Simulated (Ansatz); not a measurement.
# The gap of CuBiPbS3 (Aikinite): a ladder of methods and an error budget

Wanted: the gap of CuBiPbS3 (Aikinite) by functionals, hybrids and G0W0, carried to the basis limit, with what remains uncertain.

Main program and level: Ansatz 0.2.0; density functionals, hybrids, G0W0, plane waves, PAW.

This is a report of a sequence of runs, with most program output left out.

In doubt: one-shot GW on d or f shells is unsure (steps 6, 7, 8, 9, 10), so the values of those runs are not to be relied on; masses and optical values from hybrid runs of this build are listed as unsure (step 10), which bears on the screening that GW takes from such a start.

## Step 1: The structure

The structure is orthorhombic, space group Pnma (No. 62). Conventional cell: a = 11.638 Å, b = 4.039 Å, c = 11.319 Å, α = 90.00°, β = 90.00°, γ = 90.00°. Nearest to Cu lie 4 S at 2.31 to 2.40 Å. Nearest to Bi lie 6 S at 2.66 to 3.16 Å. Nearest to Pb lie 7 S at 2.89 to 3.26 Å and 2 Cu at 3.29 Å. S has 2 Cu at 2.35 Å and 1 Bi at 2.66 Å and 2 Pb at 2.99 Å nearest. Nearest to S lie 1 Cu at 2.31 Å and 3 Pb at 2.89 to 2.99 Å and 2 Bi at 2.95 Å. S has 1 Cu at 2.40 Å and 3 Bi at 2.76 to 3.16 Å and 2 Pb at 3.26 Å nearest. Farther neighbours and most contacts between anions are not listed.

The cell and positions come from the Crystallography Open Database and are kept as given unless a step says otherwise. Spin-orbit coupling is left out unless a step names it. The default PAW set here is soft_2. Its files were made with PBE.

## Step 2: r2SCAN bands

The cheap functional maps the bands first; the places of the edges decide which points the dearer methods must see.

This step: DFT, r2SCAN, plane waves, PAW.

The input, input.yaml:

```yaml
crystal:
  lattice:
    - [11.638, 0.0, 0.0]
    - [0.0, 4.039, 0.0]
    - [0.0, 0.0, 11.319]
  atoms:
    - { symbol: Cu, position: [0.2338, 0.25, 0.2085] }
    - { symbol: Cu, position: [0.2662, 0.75, 0.7085] }
    - { symbol: Cu, position: [0.7338, 0.25, 0.2915] }
    - { symbol: Cu, position: [0.7662, 0.75, 0.7915] }
    - { symbol: Bi, position: [0.0189, 0.25, 0.6827] }
    - { symbol: Bi, position: [0.4811, 0.75, 0.1827] }
    - { symbol: Bi, position: [0.5189, 0.25, 0.8173] }
    - { symbol: Bi, position: [0.9811, 0.75, 0.3173] }
    - { symbol: Pb, position: [0.8329, 0.25, 0.0105] }
    - { symbol: Pb, position: [0.6671, 0.75, 0.5105] }
    - { symbol: Pb, position: [0.3329, 0.25, 0.4895] }
    - { symbol: Pb, position: [0.1671, 0.75, 0.9895] }
    - { symbol: S, position: [0.716, 0.25, 0.6986] }
    - { symbol: S, position: [0.784, 0.75, 0.1986] }
    - { symbol: S, position: [0.216, 0.25, 0.8014] }
    - { symbol: S, position: [0.284, 0.75, 0.3014] }
    - { symbol: S, position: [0.0467, 0.25, 0.14] }
    - { symbol: S, position: [0.4533, 0.75, 0.64] }
    - { symbol: S, position: [0.5467, 0.25, 0.36] }
    - { symbol: S, position: [0.9533, 0.75, 0.86] }
    - { symbol: S, position: [0.3775, 0.25, 0.0559] }
    - { symbol: S, position: [0.1225, 0.75, 0.5559] }
    - { symbol: S, position: [0.8775, 0.25, 0.4441] }
    - { symbol: S, position: [0.6225, 0.75, 0.9441] }
kpoints:
  mp_grid: { grid: [2, 6, 2] }
  band_path:
    path:
      - [[0.0, 0.0, 0.0], [0.5, 0.0, 0.0], [0.5, 0.5, 0.0], [0.0, 0.5, 0.0], [0.0, 0.0, 0.0], [0.0, 0.0, 0.5], [0.5, 0.0, 0.5], [0.5, 0.5, 0.5], [0.0, 0.5, 0.5], [0.0, 0.0, 0.5]]
      - [[0.5, 0.0, 0.0], [0.5, 0.0, 0.5]]
      - [[0.0, 0.5, 0.0], [0.0, 0.5, 0.5]]
      - [[0.5, 0.5, 0.0], [0.5, 0.5, 0.5]]
    npoints: 10
hamiltonian:
  xc: r2scan
scf:
  occupations: { method: fermi_dirac, width: 0.02 }
  n_extra_bands: 12
output:
  eigenvalues: true
```

Command:

```
$ ansatz run input.yaml --threads 16 --pin off --max-ram 82944MiB --backend cuda --events-out ev --progress --plain --runs-dir out --devices 1 --max-vram 78GiB
```

Run time: 5.9 s. Hardware: 1 × NVIDIA GB200 (shared by 2 runs) with 16 threads of Arm Neoverse V2, shared host; peak memory 1.9 GiB.

This step gave:

- filled bands: 132
- gap: 0.8559 eV
- valence top at: k = (0.000, 0.000, 0.450)
- conduction bottom at: k = (0.000, 0.250, 0.000)
- least direct gap: 0.9050 eV

The gap is indirect, with the least direct gap 0.05 eV higher.

The electronic bands at the labelled points (eV, zero at the top of the highest nominally filled band):

| point | band 129 | band 130 | band 131 | band 132 | band 133 | band 134 | band 135 | band 136 |
| --- | --- | --- | --- | --- | --- | --- | --- | --- |
| Γ | -0.32 | -0.21 | -0.20 | -0.16 | 1.16 | 1.17 | 1.33 | 1.62 |
| halfway | -0.32 | -0.26 | -0.15 | -0.11 | 1.16 | 1.29 | 1.33 | 1.56 |
| X | -0.31 | -0.31 | -0.13 | -0.13 | 1.37 | 1.37 | 1.41 | 1.41 |
| halfway | -0.65 | -0.65 | -0.55 | -0.55 | 1.30 | 1.30 | 2.15 | 2.15 |
| S | -0.62 | -0.62 | -0.62 | -0.62 | 1.91 | 1.91 | 1.91 | 1.91 |
| halfway | -0.66 | -0.66 | -0.62 | -0.62 | 1.76 | 1.76 | 1.79 | 1.79 |
| Y | -0.65 | -0.65 | -0.64 | -0.64 | 1.65 | 1.65 | 1.75 | 1.75 |
| halfway | -0.72 | -0.64 | -0.56 | -0.42 | 0.86 | 1.59 | 2.15 | 2.25 |
| Γ | -0.32 | -0.21 | -0.20 | -0.16 | 1.16 | 1.17 | 1.33 | 1.62 |
| halfway | -0.31 | -0.29 | -0.09 | -0.05 | 0.91 | 1.20 | 1.61 | 1.72 |
| Z | -0.31 | -0.31 | 0.00 | 0.00 | 0.96 | 0.96 | 1.77 | 1.77 |
| halfway | -0.34 | -0.34 | -0.10 | -0.10 | 1.10 | 1.10 | 1.87 | 1.87 |
| U | -0.27 | -0.27 | -0.25 | -0.25 | 1.25 | 1.25 | 1.90 | 1.90 |
| halfway | -0.57 | -0.57 | -0.48 | -0.48 | 1.84 | 1.84 | 1.91 | 1.91 |
| R | -0.77 | -0.77 | -0.77 | -0.77 | 1.79 | 1.79 | 1.79 | 1.79 |
| halfway | -0.81 | -0.81 | -0.75 | -0.75 | 1.48 | 1.48 | 1.78 | 1.78 |
| T | -0.79 | -0.79 | -0.73 | -0.73 | 1.31 | 1.31 | 1.73 | 1.73 |
| halfway | -0.60 | -0.60 | -0.42 | -0.42 | 1.51 | 1.51 | 1.72 | 1.72 |
| Z | -0.31 | -0.31 | 0.00 | 0.00 | 0.96 | 0.96 | 1.77 | 1.77 |
| jump to X | -0.31 | -0.31 | -0.13 | -0.13 | 1.37 | 1.37 | 1.41 | 1.41 |
| halfway | -0.31 | -0.31 | -0.16 | -0.16 | 1.24 | 1.24 | 1.69 | 1.69 |
| U | -0.27 | -0.27 | -0.25 | -0.25 | 1.25 | 1.25 | 1.90 | 1.90 |
| jump to Y | -0.65 | -0.65 | -0.64 | -0.64 | 1.65 | 1.65 | 1.75 | 1.75 |
| halfway | -0.74 | -0.74 | -0.67 | -0.67 | 1.41 | 1.41 | 1.66 | 1.66 |
| T | -0.79 | -0.79 | -0.73 | -0.73 | 1.31 | 1.31 | 1.73 | 1.73 |
| jump to S | -0.62 | -0.62 | -0.62 | -0.62 | 1.91 | 1.91 | 1.91 | 1.91 |

## Step 3: r2SCAN+SOC

The many-body steps leave out spin-orbit coupling, so its effect is taken from a two-component run, with twice the bands.

This step: DFT, r2SCAN with spin-orbit coupling, plane waves, PAW.

input.yaml, as its differences from that of step 2:

```diff
@@ -34,7 +34,14 @@
     path:
-      - [[0.0, 0.0, 0.0], [0.5, 0.0, 0.0], [0.5, 0.5, 0.0], [0.0, 0.5, 0.0], [0.0, 0.0, 0.0], [0.0, 0.0, 0.5], [0.5, 0.0, 0.5], [0.5, 0.5, 0.5], [0.0, 0.5, 0.5], [0.0, 0.0, 0.5]]
-      - [[0.5, 0.0, 0.0], [0.5, 0.0, 0.5]]
-      - [[0.0, 0.5, 0.0], [0.0, 0.5, 0.5]]
-      - [[0.5, 0.5, 0.0], [0.5, 0.5, 0.5]]
-    npoints: 10
+      - [0.0, 0.0, 0.0]
+      - [0.5, 0.0, 0.0]
+      - [0.5, 0.5, 0.0]
+      - [0.0, 0.5, 0.0]
+      - [0.0, 0.0, 0.5]
+      - [0.5, 0.0, 0.5]
+      - [0.5, 0.5, 0.5]
+      - [0.0, 0.5, 0.5]
+      - [0.0, 0.0, 0.45]
+      - [0.0, 0.25, 0.0]
+      - [0.0, 0.0, 0.35]
+    npoints: 1
 hamiltonian:
@@ -43,3 +50,6 @@
   occupations: { method: fermi_dirac, width: 0.02 }
-  n_extra_bands: 12
+  n_extra_bands: 24
+magnetization:
+  noncollinear: true
+  spin_orbit: true
 output:
```

The job ended after 9 s (1 × NVIDIA GB200 (shared by 2 runs) with 16 threads; peak memory 3.7 GiB).

Numbers from this step:

```
gap                  : 0.5422 eV
valence top at       : k = (0.000, 0.000, 0.450)
conduction bottom at : k = (0.000, 0.000, 0.350)
least direct gap     : 0.5511 eV
```

The gap stands −0.31 eV against r2SCAN.

## Step 4: HSE06

HSE06 mixes in a quarter of exact exchange at short range. Exchange couples all pairs of k points, which makes a full band path dear, so levels are read on the mesh and at chosen points.

This step: DFT, HSE06, plane waves, PAW.

input.yaml, as its differences from that of step 3:

```diff
@@ -31,3 +31,3 @@
 kpoints:
-  mp_grid: { grid: [2, 6, 2] }
+  mp_grid: { grid: [2, 4, 2] }
   band_path:
@@ -47,9 +47,6 @@
 hamiltonian:
-  xc: r2scan
+  xc: hse06
 scf:
-  occupations: { method: fermi_dirac, width: 0.02 }
-  n_extra_bands: 24
-magnetization:
-  noncollinear: true
-  spin_orbit: true
+  occupations: { method: fixed }
+  n_extra_bands: 12
 output:
```

Wall time 58 s (1 × NVIDIA GB200 (shared by 2 runs) with 16 threads); peak memory 4.1 GiB.

Numbers from this step:

* gap: 1.434 eV
* valence top at: k = (0.000, 0.000, 0.450)
* conduction bottom at: k = (0.000, 0.250, 0.000)
* least direct gap: 1.449 eV

The gap stands +0.58 eV against r2SCAN.

## Step 5: HSE06+SOC

This step: DFT, HSE06 with spin-orbit coupling, plane waves, PAW.

input.yaml, as its differences from that of step 4:

```diff
@@ -49,4 +49,7 @@
 scf:
-  occupations: { method: fixed }
-  n_extra_bands: 12
+  occupations: { method: fermi_dirac, width: 0.02 }
+  n_extra_bands: 24
+magnetization:
+  noncollinear: true
+  spin_orbit: true
 output:
```

The job ended after 4 min (1 × NVIDIA GB200 (shared by 2 runs) with 16 threads; peak memory 13 GiB).

This step gave:

```
gap                  : 1.013 eV
valence top at       : k = (0.000, 0.000, 0.450)
conduction bottom at : k = (0.000, 0.000, 0.350)
least direct gap     : 1.024 eV
```

The gap stands −0.42 eV against HSE06.

## Step 6: G0W0, 2×4×2 mesh, 707 empty bands, screening to 70 eV, hard PAW files

Now the one-shot GW correction: screening in the RPA, then the self-energy of the levels asked for. This step takes hard PAW files.

This step: G0W0 on r2SCAN, plane waves, PAW.

input.yaml, as its differences from that of step 5:

```diff
@@ -32,25 +32,12 @@
   mp_grid: { grid: [2, 4, 2] }
-  band_path:
-    path:
-      - [0.0, 0.0, 0.0]
-      - [0.5, 0.0, 0.0]
-      - [0.5, 0.5, 0.0]
-      - [0.0, 0.5, 0.0]
-      - [0.0, 0.0, 0.5]
-      - [0.5, 0.0, 0.5]
-      - [0.5, 0.5, 0.5]
-      - [0.0, 0.5, 0.5]
-      - [0.0, 0.0, 0.45]
-      - [0.0, 0.25, 0.0]
-      - [0.0, 0.0, 0.35]
-    npoints: 1
 hamiltonian:
-  xc: hse06
+  xc: r2scan
+  pseudopotentials: { kind: paw, source: ansatz }
 scf:
-  occupations: { method: fermi_dirac, width: 0.02 }
-  n_extra_bands: 24
-magnetization:
-  noncollinear: true
-  spin_orbit: true
-output:
-  eigenvalues: true
+  occupations: { method: fixed }
+gw:
+  n_empty_bands: 707
+  ecut_chi: 70.0
+  qp_bands: [v4, c4]
+  qp_kpoints: band_edges
+  screening: { model: contour_deformation }
```

The job ended after 78 s (1 × NVIDIA GB200 (shared by 2 runs) with 16 threads; peak memory 14 GiB; 3.6 min of CPU time).

Numbers from this step:

* bands summed: 871
* RPA ε∞ on this mesh (eigenvalues): 12.06, 13.17, 13.47
* plane waves in the screening matrix: 721
* G0W0 gap on the mesh: 1.014 eV
* k of the valence top: 0, 0, -0.5
* k of the conduction bottom: 0, 0.25, 0
* starting gap on the mesh: 0.8598 eV
* least direct G0W0 gap on the computed points: 1.118 eV

The gap on the mesh goes from 0.86 eV to 1.01 eV, a correction of +0.15 eV. Between the two edge states, bare exchange in place of the xc potential would open the gap by 7.38 eV, and correlation takes back 7.23 eV.

## Step 7: G0W0, 2×4×2 mesh, 1588 empty bands, screening to 120 eV, hard PAW files

Bands and screening cutoff are moved together, since each hides the error of the other.

input.yaml, as its differences from that of step 6:

```diff
@@ -38,4 +38,4 @@
 gw:
-  n_empty_bands: 707
-  ecut_chi: 70.0
+  n_empty_bands: 1588
+  ecut_chi: 120.0
   qp_bands: [v4, c4]
```

Wall time 3.6 min (1 × NVIDIA GB200 (shared by 2 runs) with 16 threads); peak memory 21 GiB; 9 min of CPU time.

This step gave:

* bands summed: 1752
* RPA ε∞ on this mesh (eigenvalues): 12.04, 13.12, 13.43
* plane waves in the screening matrix: 1587
* G0W0 gap on the mesh: 0.8660 eV
* k of the valence top: 0, 0, -0.5
* k of the conduction bottom: 0, 0.25, 0
* starting gap on the mesh: 0.8598 eV
* least direct G0W0 gap on the computed points: 0.9555 eV

Against the run with 2×4×2 mesh, 707 empty bands, screening to 70 eV, hard PAW files, the gap moves by −0.15 eV.

## Step 8: G0W0, 2×4×2 mesh, 2917 empty bands, screening to 180 eV, hard PAW files

input.yaml, as its differences from that of step 7:

```diff
@@ -38,4 +38,4 @@
 gw:
-  n_empty_bands: 1588
-  ecut_chi: 120.0
+  n_empty_bands: 2917
+  ecut_chi: 180.0
   qp_bands: [v4, c4]
```

It took 8.4 min on 1 × NVIDIA GB200 (shared by 2 runs) with 16 threads; peak memory 35 GiB; 20 min of CPU time.

This step gave:

* bands summed: 3081
* RPA ε∞ on this mesh (eigenvalues): 12.03, 13.11, 13.41
* plane waves in the screening matrix: 2953
* q-points in the mesh: 16
* G0W0 gap on the mesh: 0.8560 eV
* k of the valence top: 0, 0, -0.5
* k of the conduction bottom: 0, 0.25, 0
* starting gap on the mesh: 0.8598 eV
* Z at the valence top: 0.7054
* Z at the conduction bottom: 0.7837
* least direct G0W0 gap on the computed points: 0.9383 eV

Against the run with 2×4×2 mesh, 1588 empty bands, screening to 120 eV, hard PAW files, the gap moves by −0.010 eV.

Limits: finite bands, cutoff and mesh; d shell near the gap, gap tends to lie low; no spin-orbit coupling; coarse k mesh. v1 is the top filled band, c1 the lowest empty one. The levels before and after the correction (eV, zero at the valence-band top of each column):

|  | conduction bottom | valence top |
| --- | --- | --- |
| Kohn-Sham | 0.86 | 0.00 |
| G0W0 | 0.86 | 0.00 |

|  | level | occupation | energy (eV) |
| --- | --- | --- | --- |
| Kohn-Sham | (0 0 -0.5) v3 | 2 | -0.308 |
| Kohn-Sham | (0 0 -0.5) v2-v1 | 2 | 0.000 |
| Kohn-Sham | (0 0 -0.5) c1-c2 | 0 | 0.964 |
| Kohn-Sham | (0 0 -0.5) c3 | 0 | 1.773 |
| Kohn-Sham | (0 0.25 0) v3 | 2 | -0.632 |
| Kohn-Sham | (0 0.25 0) v2 | 2 | -0.556 |
| Kohn-Sham | (0 0.25 0) v1 | 2 | -0.415 |
| Kohn-Sham | (0 0.25 0) c1 | 0 | 0.860 |
| Kohn-Sham | (0 0.25 0) c2 | 0 | 1.596 |
| Kohn-Sham | (0 0.25 0) c3 | 0 | 2.151 |
| G0W0 | (0 0 -0.5) v3 | 2 | -0.256 |
| G0W0 | (0 0 -0.5) v2-v1 | 2 | 0.000 |
| G0W0 | (0 0 -0.5) c1-c2 | 0 | 0.938 |
| G0W0 | (0 0 -0.5) c3 | 0 | 1.829 |
| G0W0 | (0 0.25 0) v3 | 2 | -0.614 |
| G0W0 | (0 0.25 0) v2 | 2 | -0.547 |
| G0W0 | (0 0.25 0) v1 | 2 | -0.369 |
| G0W0 | (0 0.25 0) c1 | 0 | 0.856 |
| G0W0 | (0 0.25 0) c2 | 0 | 1.633 |
| G0W0 | (0 0.25 0) c3 | 0 | 2.179 |

How the two edges are built up, in eV (the quasiparticle level is the starting level plus Σx plus Σc less Vxc):

| run | edge | start | Σx | Σc | Vxc | Z | QP |
| --- | --- | --- | --- | --- | --- | --- | --- |
| 871 bands | valence top | 10.19 | -29.96 | 4.29 | -25.71 | 0.71 | 10.22 |
| 871 bands | conduction bottom | 11.05 | -10.07 | -2.94 | -13.19 | 0.79 | 11.23 |
| 1752 bands | valence top | 10.19 | -29.96 | 4.24 | -25.71 | 0.71 | 10.18 |
| 1752 bands | conduction bottom | 11.05 | -10.07 | -3.13 | -13.19 | 0.78 | 11.04 |
| 3081 bands | valence top | 10.19 | -29.96 | 4.16 | -25.71 | 0.71 | 10.10 |
| 3081 bands | conduction bottom | 11.05 | -10.07 | -3.22 | -13.19 | 0.78 | 10.95 |

## Step 9: G0W0@r2SCAN, 2×6×2 mesh, 707 empty bands, screening to 70 eV, hard PAW files

Only the mesh changes. It samples the long-range screening, which converges on its own terms. Bands and cutoff differ from the step before, so it is read against an earlier run that matches them.

input.yaml, as its differences from that of step 8:

```diff
@@ -31,3 +31,3 @@
 kpoints:
-  mp_grid: { grid: [2, 4, 2] }
+  mp_grid: { grid: [2, 6, 2] }
 hamiltonian:
@@ -38,4 +38,4 @@
 gw:
-  n_empty_bands: 2917
-  ecut_chi: 180.0
+  n_empty_bands: 707
+  ecut_chi: 70.0
   qp_bands: [v4, c4]
```

The job ended after 2.6 min (1 × NVIDIA GB200 (shared by 2 runs) with 16 threads; peak memory 17 GiB; 7 min of CPU time).

Numbers from this step:

```
bands summed                                 : 871
RPA ε∞ on this mesh (eigenvalues)            : 11.86, 13.22, 13.27
plane waves in the screening matrix          : 721
G0W0 gap on the mesh                         : 1.123 eV
k of the valence top                         : 0, 0, -0.5
k of the conduction bottom                   : 0, 0, -0.5
starting gap on the mesh                     : 0.9632 eV
least direct G0W0 gap on the computed points : 1.123 eV
```

Against the run with 2×4×2 mesh, 707 empty bands, screening to 70 eV, hard PAW files, the gap moves by +0.11 eV, while the start moved by +0.10 eV. A band edge is found at another k point on this mesh.

## Step 10: G0W0@HSE06, 2×4×2 mesh, 1588 empty bands, screening to 120 eV, hard PAW files

The same correction from a different start measures what one shot leaves open. Bands and cutoff differ from the step before, so it is read against an earlier run that matches them.

This step: G0W0 on HSE06, plane waves, PAW.

input.yaml, as its differences from that of step 9:

```diff
@@ -31,5 +31,5 @@
 kpoints:
-  mp_grid: { grid: [2, 6, 2] }
+  mp_grid: { grid: [2, 4, 2] }
 hamiltonian:
-  xc: r2scan
+  xc: hse06
   pseudopotentials: { kind: paw, source: ansatz }
@@ -38,4 +38,4 @@
 gw:
-  n_empty_bands: 707
-  ecut_chi: 70.0
+  n_empty_bands: 1588
+  ecut_chi: 120.0
   qp_bands: [v4, c4]
```

The job ended after 15 min (1 × NVIDIA GB200 (shared by 2 runs) with 16 threads; peak memory 18 GiB; 43 min of CPU time).

This step gave:

- bands summed: 1752
- RPA ε∞ on this mesh (eigenvalues): 9.460, 10.51, 10.80
- plane waves in the screening matrix: 1587
- G0W0 gap on the mesh: 1.076 eV
- k of the valence top: 0, 0, -0.5
- k of the conduction bottom: 0, 0.25, 0
- starting gap on the mesh: 1.439 eV
- least direct G0W0 gap on the computed points: 1.161 eV

Against the run with 2×4×2 mesh, 1588 empty bands, screening to 120 eV, hard PAW files on r2SCAN, the gap moves by +0.21 eV, while the start moved by +0.58 eV.

## Step 11: The ladder

Times are wall times on 1 × NVIDIA GB200 (shared by 2 runs) with 16 threads of Arm Neoverse V2, shared host, good to a factor of about two. G0W0 rows are gaps on the mesh, lowered by the amount that the mesh misses the start's edges, a rough step that assumes the same correction there.

| level | gap (eV) | least direct gap (eV) | time |
| --- | --- | --- | --- |
| r2SCAN | 0.86 | 0.91 | 5.9 s |
| r2SCAN+SOC | 0.54 | 0.55 | 9 s |
| HSE06 | 1.43 | 1.45 | 58 s |
| HSE06+SOC | 1.01 | 1.02 | 4 min |
| G0W0@r2SCAN (707 empty bands, hard PAW) | 1.01 | - | 78 s |
| G0W0@r2SCAN (1588 empty bands, hard PAW) | 0.86 | - | 3.6 min |
| G0W0@r2SCAN (2917 empty bands, hard PAW) | 0.85 | - | 8.4 min |
| G0W0@r2SCAN (707 empty bands, 2×6×2, hard PAW) | 1.02 | - | 2.6 min |
| G0W0@HSE06 (1588 empty bands, hard PAW) | 1.07 | - | 15 min |

## Step 12: Adding up the best estimate

| term | eV | running total (eV) |
| --- | --- | --- |
| G0W0 on the mesh, top rung | 0.856 | 0.856 |
| to the limit, by a line in one over the bands through the two top rungs | −0.013 | 0.843 |
| spin-orbit change, from r2SCAN | −0.314 | 0.529 |

Changes that are not added in, each against a run with equal bands and cutoff:

| change | eV |
| --- | --- |
| start HSE06 | +0.21 |

## Step 13: What came out

| Property | Result |
| --- | --- |
| r2SCAN gap | 0.86 eV, indirect (only 49 meV under the direct gap) |
| HSE06 | 1.43 eV |
| G0W0, top rung on the mesh | 0.86 eV |
| best estimate, G0W0@r2SCAN with spin-orbit change | 0.53 eV |
| GW settings of the top rung | 2×4×2 mesh, 2917 empty bands, screening to 180 eV, hard PAW files |
| known limits | one-shot GW, static lattice; d shell near the gap, gap tends to lie low; coarse k mesh |

What this shows: The best estimate for G0W0@r2SCAN is 0.53 eV, indirect (only 9 meV under the direct gap) by r2SCAN+SOC, against 0.54 eV at the start (both with spin-orbit coupling). The pair of rungs below gives a limit −0.12 eV away. Of the changes left open the largest, +0.21 eV, comes from starting at HSE06. Among the functionals r2SCAN comes nearest: +0.01 eV from the estimate without its spin-orbit term (0.84 eV). The coupling also moves a band edge to another k point, so its change of the gap does not carry over to G0W0 exactly. All runs took 36 min, 85 % of it in G0W0. The 2×4×2 mesh is coarse for this cell (its supercell is 16 Å along the shortest edge). The RPA ε∞ on it, from the r2SCAN start, is 12.03, 13.11 and 13.41; such meshes misread the long-range screening, most where the gap is narrow. A d shell, filled or nearly so, lies near the gap. One-shot GW converges very slowly in bands there, not always from below, and on a semilocal start the gap tends to come out low; starts rich in exact exchange can overshoot instead.

[Paths, hosts, dates, memory and timing lines, banners, echoed tables and standing remarks are left out of the program output.]

[Logs are printed without paths, hosts, clocks, repeated set-up lines and the standing remarks that a program may print on its own settings, such as how far it seeks lower states.]

[Runs of the session that timed out or met a known fault of the program may be left out.]

[Cells called generated may have been cut or substituted from an entry of the Crystallography Open Database or the Materials Project.]

[Hosts, paths, dates, database ids (printed as entryN), source tags and the programs' standing remarks are cut or masked in the printed files.]
